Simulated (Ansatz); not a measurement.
**NbSi: relaxing a made-up structure**

This structure for NbSi is made up. Its elements were placed in a known structure type with a cell scaled to their sizes. What cell does the guess relax to, and how far off was it?

Method: DFT, PBE, plane-wave PAW, files of the set soft_1, scalar-relativistic, no spin, cell and ions relaxed at zero pressure; PAW set soft_1, in the first sound run; inputs show where later runs differ, in Ansatz 0.2.0.

### 1. The starting structure

It takes space group Fm-3m (No. 225, cubic). Conventional cell: a = 5.238 Å, b = 5.238 Å, c = 5.238 Å, α = 90.00°, β = 90.00°, γ = 90.00°. Nearest to Nb lie 6 Si at 2.62 Å. Nearest to Si lie 6 Nb at 2.62 Å. Farther neighbours are not listed.

### 2. Relaxation of the guess

The guess takes its coordinates from another compound and its volume from a rule, so the cell and any free coordinates are relaxed together.

input.yaml reads:

```yaml
crystal:
  lattice:
    - [0.0, 2.619, 2.619]
    - [2.619, 0.0, 2.619]
    - [2.619, 2.619, 0.0]
  atoms:
    - { symbol: Nb, position: [0.5, 0.5, 0.5] }
    - { symbol: Si, position: [0.0, 0.0, 0.0] }
kpoints:
  mp_grid: { grid: [9, 9, 9] }
scf:
  occupations: { method: fermi_dirac, width: 0.05 }
hamiltonian:
  xc: pbe
  pseudopotentials: { kind: paw, azcp: { folder: soft_1 } }
relax:
  f_tol: 0.015
  max_steps: 70
  cell: {}
output:
  forces: true
  stress: true
```

Launch:

```sh
$ ansatz run input.yaml --threads 4 --pin off --max-ram 8192MiB --backend cpu --events-out ev --progress --plain --runs-dir out
```

Numbers of over 12 decimals in the logs are rounded to 6 here.

The log of the run:

```text
Engine: ansatz 0.2.0, aarch64-unknown-linux-gnu
Pseudopotentials: kind: paw
Pseudopotential: Nb, paw, valence charge 13, recommended cutoff 420 eV (normal), soft_1/Nb.paw.azcp
Pseudopotential: Si, paw, valence charge 4, recommended cutoff 420 eV (normal), soft_1/Si.paw.azcp
Functional definition: PBE
  parameter kappa = 0.804
  parameter beta = 0.066725
  exchange = pbe_x(kappa = kappa, mu = beta*pi^2/3)
  correlation = pbe_c(beta = beta)
Crystal: 2 atoms, lattice volume = 35.928 Å³
Basis set: ecut = 420 eV, 725 PW (Γ), exchange–correlation on 50×50×50 points (8 copies of the dense FFT grid, shifted against one another)
Bands: 13, of which v1, the nominal top of the filled ones, is band 9 counted from 1 (8 counted from 0)
Symmetry: 48 space group operations
Space group: Fm-3m (ITA 225), of the structure as read, at distance tolerance 3.3e-5 Å
k-points: 35 of 729
Non-local potential: Nb, projectors of the file, l = 0: 3, l = 1: 2, l = 2: 2, l = 3: 1
Non-local potential: Si, projectors of the file, l = 0: 2, l = 1: 2, l = 2: 1
PAW form: soft (Blöchl's): semilocal exchange-correlation on the pseudo side does not see the compensation charge
PAW one-centre angular grid: Nb, 590 points (default); XC on 64 Gauss nodes
PAW one-centre angular grid: Si, 110 points (default); XC on 64 Gauss nodes
Initial density: superposition of atomic densities (chi_scale 0.1, normalization cell, long waves kept (reshape's long-wave potential 0.00 eV rms))
Initial wavefunctions: pseudopotential atomic-orbital guess
Functional: x = pbe(κ = 0.804, μ = 0.219515), c = pbe(β = 0.066725)
SCF iter   1: F=—  HF=-5189.668089 eV  |F-HF|=—  |Δ(HF+E_count)|=         —  Δρ=8.11e-2  dr2=4.14e0  ethr=3.10e-3  ⟨swp⟩=5.9  Hψ=2807  notcnv=0
preconditioner: auto → Kerker (q_TF=auto, 2.408 Å⁻¹)  [metal: Δε(μ)=0.100 eV  Ē_g=7.158 eV  σ=0.050 eV  W_gap=0.43  n_scr=14 (ndim 8)  ℏωp=18.6 eV  f_vac=0.000  D(μ)=1.50/eV (n_scr^D=14)]
SCF iter   2: F=—  HF=-5188.643163 eV  |F-HF|=—  |Δ(HF+E_count)|=    1.02e0  Δρ=3.08e-2  dr2=4.45e-1  ethr=3.10e-3  ⟨swp⟩=2.5  Hψ=1165  notcnv=0  defer=2
preconditioner: auto → none  [insulator: Δε(μ)=0.167 eV  Ē_g=6.707 eV  σ=0.050 eV  W_gap=0.57  n_scr=14 (ndim 8)  ℏωp=18.6 eV  f_vac=0.000  D(μ)=0.97/eV (n_scr^D=8)  ε∞_Penn≈8.7]
SCF iter   3: F=—  HF=-5188.549229 eV  |F-HF|=—  |Δ(HF+E_count)|=   9.39e-2  Δρ=6.78e-3  dr2=7.25e-3  ethr=2.62e-3  ⟨swp⟩=2.1  Hψ=724  notcnv=0  defer=2
SCF iter   4: F=—  HF=-5188.551988 eV  |F-HF|=—  |Δ(HF+E_count)|=   2.76e-3  Δρ=1.09e-3  dr2=5.47e-4  ethr=4.26e-5  ⟨swp⟩=2.2  Hψ=808  notcnv=0
SCF iter   5: F=—  HF=-5188.551859 eV  |F-HF|=—  |Δ(HF+E_count)|=   1.29e-4  Δρ=1.78e-4  dr2=5.04e-6  ethr=3.22e-6  ⟨swp⟩=2.8  Hψ=770  notcnv=0
SCF iter   6: F=—  HF=-5188.551844 eV  |F-HF|=—  |Δ(HF+E_count)|=   1.47e-5  Δρ=7.54e-6  dr2=9.02e-9  ethr=5.88e-10  ⟨swp⟩=3.5  Hψ=1826  notcnv=0
SCF iter   7: F=-5188.551844 eV  HF=-5188.551844 eV  |F-HF|=6.73e-11  |Δ(HF+E_count)|=   4.92e-9  Δρ=1.10e-6  dr2=1.73e-10  ethr=5.30e-11  ⟨swp⟩=1.5  Hψ=1383  notcnv=0
SCF 1 converged in 7 iterations: F = -5188.551844 eV  dr2 = 1.73e-10
  greatest PAW one-centre occupation: 0.998 electrons in one spin orbital (limit 2), on the Nb atom at site 0 (counted from 0), in its partial waves of l = 0
relax step   1: F+E_penalty+E_count = -5188.55184444 eV  Δ(F+E_penalty+E_count) = +0.000e0 eV  max|allowed force component| = 1.515e-29 eV/Å  Δτ_max = 0.0000 Å  P = -7.089 GPa  Ω = 35.928 Å³  (7 SCF iters, dr2 threshold 1.00e-7 eV, accepted)
Crystal: 2 atoms, lattice volume = 32.982 Å³
Basis set: ecut = 420 eV, 645 PW (Γ), exchange–correlation on 50×50×50 points (8 copies of the dense FFT grid, shifted against one another)
Initial density: handed on by an earlier stage of this run
Initial wavefunctions: those handed on with the density
iter 1 solved again at ethr=3.78e-5 eV; its pass at ethr=3.10e-3 eV (dr2=6.43e-3 eV) is discarded
SCF iter   1: F=—  HF=-5188.577759 eV  |F-HF|=—  |Δ(HF+E_count)|=         —  Δρ=3.91e-3  dr2=6.43e-3  ethr=3.78e-5  ⟨swp⟩=1.0  Hψ=3263  notcnv=0
preconditioner: auto → none  [metal: Δε(μ)=0.079 eV  Ē_g=7.069 eV  σ=0.050 eV  W_gap=0.33  n_scr=8 (ndim 8)  ℏωp=19.4 eV  f_vac=0.000  D(μ)=1.31/eV (n_scr^D=14)]
SCF iter   2: F=—  HF=-5188.576521 eV  |F-HF|=—  |Δ(HF+E_count)|=   1.24e-3  Δρ=2.00e-3  dr2=1.56e-3  ethr=3.78e-5  ⟨swp⟩=1.0  Hψ=455  notcnv=0
SCF iter   3: F=—  HF=-5188.576210 eV  |F-HF|=—  |Δ(HF+E_count)|=   3.12e-4  Δρ=1.12e-4  dr2=1.46e-6  ethr=9.18e-6  ⟨swp⟩=2.3  Hψ=592  notcnv=0
SCF iter   4: F=—  HF=-5188.576210 eV  |F-HF|=—  |Δ(HF+E_count)|=   4.49e-7  Δρ=3.03e-5  dr2=1.68e-7  ethr=8.59e-9  ⟨swp⟩=2.1  Hψ=775  notcnv=0
iter 5 did not close the SCF: its close was put off for the readings that it lacked (scf_convergence_deferred on its scf_iter line)
SCF iter   5: F=-5188.576210 eV  HF=-5188.576210 eV  |F-HF|=4.08e-9  |Δ(HF+E_count)|=   3.59e-8  Δρ=5.87e-6  dr2=2.34e-9  ethr=9.90e-10  ⟨swp⟩=3.0  Hψ=769  notcnv=0
SCF iter   6: F=-5188.576210 eV  HF=-5188.576210 eV  |F-HF|=1.00e-11  |Δ(HF+E_count)|=   4.34e-9  Δρ=3.20e-7  dr2=2.09e-11  ethr=1.38e-11  ⟨swp⟩=2.0  Hψ=1266  notcnv=0
SCF 2 converged in 6 iterations: F = -5188.576210 eV  dr2 = 2.09e-11
relax step   2: F+E_penalty+E_count = -5188.57621008 eV  Δ(F+E_penalty+E_count) = -2.437e-2 eV  max|allowed force component| = 1.479e-29 eV/Å  Δτ_max = 0.0000 Å  P = +5.348 GPa  Ω = 32.982 Å³  energy of the carried Pulay correction = +2.176e-4 eV  (6 SCF iters, dr2 threshold 2.00e-7 eV, accepted)
Crystal: 2 atoms, lattice volume = 34.187 Å³
iter 1 solved again at ethr=5.23e-6 eV; its pass at ethr=3.10e-3 eV (dr2=8.89e-4 eV) is discarded
SCF iter   1: F=—  HF=-5188.594373 eV  |F-HF|=—  |Δ(HF+E_count)|=         —  Δρ=1.54e-3  dr2=9.83e-4  ethr=5.23e-6  ⟨swp⟩=1.6  Hψ=3121  notcnv=0
preconditioner: auto → none  [metal: Δε(μ)=0.079 eV  Ē_g=6.827 eV  σ=0.050 eV  W_gap=0.34  n_scr=8 (ndim 8)  ℏωp=19.1 eV  f_vac=0.000  D(μ)=1.34/eV (n_scr^D=14)]
SCF iter   2: F=—  HF=-5188.594200 eV  |F-HF|=—  |Δ(HF+E_count)|=   1.73e-4  Δρ=7.96e-4  dr2=2.53e-4  ethr=5.23e-6  ⟨swp⟩=1.0  Hψ=455  notcnv=0
SCF iter   3: F=—  HF=-5188.594153 eV  |F-HF|=—  |Δ(HF+E_count)|=   4.65e-5  Δρ=4.79e-5  dr2=3.30e-7  ethr=1.49e-6  ⟨swp⟩=2.2  Hψ=596  notcnv=0
SCF iter   4: F=—  HF=-5188.594147 eV  |F-HF|=—  |Δ(HF+E_count)|=   6.62e-6  Δρ=1.36e-5  dr2=2.39e-8  ethr=1.94e-9  ⟨swp⟩=2.0  Hψ=770  notcnv=0
iter 5 did not close the SCF: its close was put off for the readings that it lacked (scf_convergence_deferred on its scf_iter line)
SCF iter   5: F=-5188.594147 eV  HF=-5188.594147 eV  |F-HF|=4.63e-10  |Δ(HF+E_count)|=   1.93e-8  Δρ=1.86e-6  dr2=3.12e-10  ethr=1.41e-10  ⟨swp⟩=2.9  Hψ=729  notcnv=0
SCF iter   6: F=-5188.594147 eV  HF=-5188.594147 eV  |F-HF|=9.09e-13  |Δ(HF+E_count)|=  5.21e-10  Δρ=1.12e-7  dr2=3.87e-12  ethr=1.83e-12  ⟨swp⟩=1.0  Hψ=1217  notcnv=0
SCF 3 converged in 6 iterations: F = -5188.594147 eV  dr2 = 3.87e-12
relax step   3: F+E_penalty+E_count = -5188.59414684 eV  Δ(F+E_penalty+E_count) = -1.794e-2 eV  max|allowed force component| = 1.394e-29 eV/Å  Δτ_max = 0.0000 Å  P = -0.390 GPa  Ω = 34.187 Å³  energy of the carried Pulay correction = +1.263e-4 eV  (6 SCF iters, dr2 threshold 2.00e-7 eV, accepted)
Crystal: 2 atoms, lattice volume = 34.100 Å³
iter 1 solved again at ethr=3.17e-8 eV; its pass at ethr=3.10e-3 eV (dr2=5.39e-6 eV) is discarded
SCF iter   1: F=—  HF=-5188.594271 eV  |F-HF|=—  |Δ(HF+E_count)|=         —  Δρ=1.15e-4  dr2=5.79e-6  ethr=3.17e-8  ⟨swp⟩=2.0  Hψ=3006  notcnv=0
preconditioner: auto → none  [metal: Δε(μ)=0.085 eV  Ē_g=6.849 eV  σ=0.050 eV  W_gap=0.36  n_scr=8 (ndim 8)  ℏωp=19.1 eV  f_vac=0.000  D(μ)=1.30/eV (n_scr^D=14)]
SCF iter   2: F=—  HF=-5188.594262 eV  |F-HF|=—  |Δ(HF+E_count)|=   8.58e-6  Δρ=5.81e-5  dr2=1.37e-6  ethr=3.17e-8  ⟨swp⟩=1.0  Hψ=455  notcnv=0
iter 3 did not close the SCF: its close was put off for the readings that it lacked (scf_convergence_deferred on its scf_iter line)
SCF iter   3: F=-5188.594262 eV  HF=-5188.594262 eV  |F-HF|=3.67e-10  |Δ(HF+E_count)|=   2.77e-7  Δρ=3.73e-6  dr2=3.57e-9  ethr=8.04e-9  ⟨swp⟩=2.3  Hψ=578  notcnv=0
iter 4 did not close the SCF: its close was put off for the readings that it lacked (scf_convergence_deferred on its scf_iter line)
SCF iter   4: F=-5188.594262 eV  HF=-5188.594262 eV  |F-HF|=1.82e-12  |Δ(HF+E_count)|=  2.50e-10  Δρ=8.35e-7  dr2=1.39e-10  ethr=2.10e-11  ⟨swp⟩=2.3  Hψ=697  notcnv=0
iter 5 did not close the SCF: its close was put off for the readings that it lacked (scf_convergence_deferred on its scf_iter line)
SCF iter   5: F=-5188.594262 eV  HF=-5188.594262 eV  |F-HF|=4.55e-12  |Δ(HF+E_count)|=  6.09e-11  Δρ=1.54e-7  dr2=6.71e-12  ethr=1.00e-12  ⟨swp⟩=2.3  Hψ=683  notcnv=0
SCF iter   6: F=-5188.594262 eV  HF=-5188.594262 eV  |F-HF|=9.09e-13  |Δ(HF+E_count)|=  9.09e-13  Δρ=1.79e-8  dr2=1.45e-13  ethr=1.00e-12  ⟨swp⟩=1.0  Hψ=1050  notcnv=0
SCF 4 converged in 6 iterations: F = -5188.594262 eV  dr2 = 1.45e-13
relax step   4: F+E_penalty+E_count = -5188.59426174 eV  Δ(F+E_penalty+E_count) = -1.149e-4 eV  max|allowed force component| = 1.913e-29 eV/Å  Δτ_max = 0.0000 Å  P = -0.008 GPa  Ω = 34.100 Å³  energy of the carried Pulay correction = +1.328e-4 eV  (6 SCF iters, dr2 threshold 2.00e-7 eV, accepted)
Initial wavefunctions: pseudopotential atomic-orbital guess (no wavefunctions were taken with the density)
iter 1 solved again at ethr=8.36e-9 eV; its pass at ethr=3.10e-3 eV (dr2=1.42e-6 eV) is discarded
SCF iter   1: F=—  HF=-5188.594124 eV  |F-HF|=—  |Δ(HF+E_count)|=         —  Δρ=5.23e-5  dr2=1.25e-7  ethr=8.36e-9  ⟨swp⟩=3.1  Hψ=4111  notcnv=0
preconditioner: auto → none  [metal: Δε(μ)=0.084 eV  Ē_g=6.848 eV  σ=0.050 eV  W_gap=0.35  n_scr=8 (ndim 8)  ℏωp=19.1 eV  f_vac=0.000  D(μ)=1.31/eV (n_scr^D=14)]
SCF iter   2: F=—  HF=-5188.594116 eV  |F-HF|=—  |Δ(HF+E_count)|=   7.40e-6  Δρ=2.55e-5  dr2=2.69e-8  ethr=7.37e-10  ⟨swp⟩=2.0  Hψ=723  notcnv=0
SCF iter   3: F=—  HF=-5188.594116 eV  |F-HF|=—  |Δ(HF+E_count)|=   4.53e-8  Δρ=2.00e-6  dr2=5.32e-10  ethr=1.58e-10  ⟨swp⟩=2.7  Hψ=804  notcnv=0
SCF iter   4: F=—  HF=-5188.594116 eV  |F-HF|=—  |Δ(HF+E_count)|=  3.38e-10  Δρ=3.69e-7  dr2=2.39e-11  ethr=3.13e-12  ⟨swp⟩=2.8  Hψ=773  notcnv=0
iter 5 did not close the SCF: its close was put off for the readings that it lacked (scf_convergence_deferred on its scf_iter line)
SCF iter   5: F=-5188.594116 eV  HF=-5188.594116 eV  |F-HF|=9.09e-13  |Δ(HF+E_count)|=  5.46e-12  Δρ=1.59e-8  dr2=4.38e-14  ethr=1.00e-12  ⟨swp⟩=1.0  Hψ=455  notcnv=0
SCF iter   6: F=-5188.594116 eV  HF=-5188.594116 eV  |F-HF|=1.82e-12  |Δ(HF+E_count)|=  1.82e-12  Δρ=3.42e-9  dr2=1.33e-15  ethr=1.00e-12  ⟨swp⟩=3.0  Hψ=1523  notcnv=0
SCF 5 converged in 6 iterations: F = -5188.594116 eV  dr2 = 1.33e-15
relax step   5: F+E_penalty+E_count = -5188.59411642 eV  Δ(F+E_penalty+E_count) = +1.453e-4 eV  max|allowed force component| = 1.924e-29 eV/Å  Δτ_max = 0.0000 Å  P = -0.006 GPa  Ω = 34.100 Å³  stress off target by 6.21e-3 GPa  SCF on the basis re-selected at this cell (its energy is not comparable with the rows above)  (6 SCF iters)
basis re-selected at this cell: Δ(F+E_penalty+E_count) = +1.453e-4 eV, ΔP = +0.002 GPa vs the last step (what re-selecting the basis moved, of the pressure what is left beyond the Pulay correction that the steps carried, after the strain that the cell walked since its last selection, with what the two solves' SCF thresholds leave and, on support functions, any second-order correction that the steps lacked; it is no m [...]
SCF converged after 6 iterations
Free energy (F): -5188.594116 eV
Harris-Foulkes:  -5188.594116 eV  (|F-HF|=1.82e-12)
Internal energy: -5188.583870 eV  (E = F + TS)
E sigma→0 (E₀):  -5188.588993 eV
Entropy (-TS):   -0.010246 eV (-5.123 meV/atom)
Fermi energy:    13.942363 eV
--- Per-component energies (eV) ---
  E_band       = -97.599760
  E_kinetic    = 413.606808
  E_local      = -857.157091  (includes V_loc(G=0)·N_el)
  E_nonlocal   = 118.494180
  E_hartree    = 297.685576
  E_xc         = -222.630393
  E_vxc        = -248.999660  (∫ρ·V_xc dr)
  E_paw        = -3593.717391  (= ΣΔE_a)
  E_vpaw       = -118.915244  (= ΣTr[D̂ρ^β])
  E_aug_tail   = 0.000093  (compensation charges beyond the density's cutoff)
  E_ewald      = -1344.865653
  E_smearing   = -0.010246  (= −TS)
  E_closure    = 0.000000  (closes the sum)
  Σ components = -5188.594116   (vs F -5188.594116, Δ=0.00e0)
--- Forces (eV/Å), atoms counted from 1 ---
  atom   1  Nb     0.00000000    -0.00000000    -0.00000000
  atom   2  Si    -0.00000000    -0.00000000    -0.00000000
  max |Σ_I F_I| component: 3.93e-29 eV/Å
--- Stress (GPa, compression-positive) ---
       -0.006214      -0.000000      -0.000000
       -0.000000      -0.006214      -0.000000
       -0.000000      -0.000000      -0.006214
  P = ⅓ Tr σ = -0.0062 GPa (-0.062 kbar)
--- Relaxed structure (4 steps of the walk, 4 accepted, 1 SCFs on fresh bases) ---
  F+E_penalty+E_count = -5188.59411642 eV   max|allowed force component| = 1.924e-29 eV/Å   (the final SCF, on the basis selected at the relaxed cell)
  cell:  # Å, volume = 34.1004 Å³
    - [0, 2.573810, 2.573810]
    - [2.573810, 0, 2.573810]
    - [2.573810, 2.573810, 0]
  atoms:
    - { symbol: Nb, position: [0.5, 0.5, 0.5] }
    - { symbol: Si, position: [0, 0, 0] }
```

It took 2 s on 4 threads of Arm Neoverse V2, shared host; peak memory 0.3 GiB; 5.2 s of CPU time.

Step by step:

```tsv
step	energy less that of the first step (eV)	largest force component (eV/Å)	pressure (GPa)	volume (Å³)
1	0.0000	0.0000	-7.09	35.93
2	-0.0244	0.0000	5.35	32.98
3	-0.0423	0.0000	-0.39	34.19
4	-0.0424	0.0000	-0.01	34.10
5*	-0.0423	0.0000	-0.01	34.10
```

Relaxation steps marked * repeat the geometry before them on a plane-wave basis chosen anew for their cell, so energy and pressure can jump there.

The run keeps the 48 symmetry operations that it works with, so distortions that break them were not tested.

```tsv
conventional cell, symmetrised	before	after	change
a (Å)	5.238	5.148	-1.7 %
b (Å)	5.238	5.148	-1.7 %
c (Å)	5.238	5.148	-1.7 %
volume (Å³/atom)	17.96	17.05	-5.1 %
```

The relaxed structure:

```
Nb Si
1.0
     0.00000    2.57381    2.57381
     2.57381    0.00000    2.57381
     2.57381    2.57381    0.00000
Nb Si
1 1
Direct
  0.50000 0.50000 0.50000
  0.00000 0.00000 0.00000
```

Numbers from this step:

```
free energy             : -5188.5941 eV
energy at zero smearing : -5188.5890 eV
smearing term TS        : 0.01025 eV
Fermi energy            : 13.94 eV
electrons               : 17
symmetry operations     : 48
pressure                : -0.006214 GPa
```

Shortest distances by pair of elements, guess and relaxed (not always the same contact):

```tsv
pair	guess (Å)	relaxed (Å)
Nb–Si	2.619	2.574
Nb–Nb	3.704	3.640
Si–Si	3.704	3.640
```

The relaxation ends with a pressure of -0.01 GPa.

[end of part 1 of 2]

[Logs are printed without paths, hosts, clocks, repeated set-up lines and the standing remarks that a program may print on its own settings, such as how far it seeks lower states.]

[Hosts, paths, dates, database ids (printed as entryN), source tags and the programs' standing remarks are cut or masked in the printed files.]
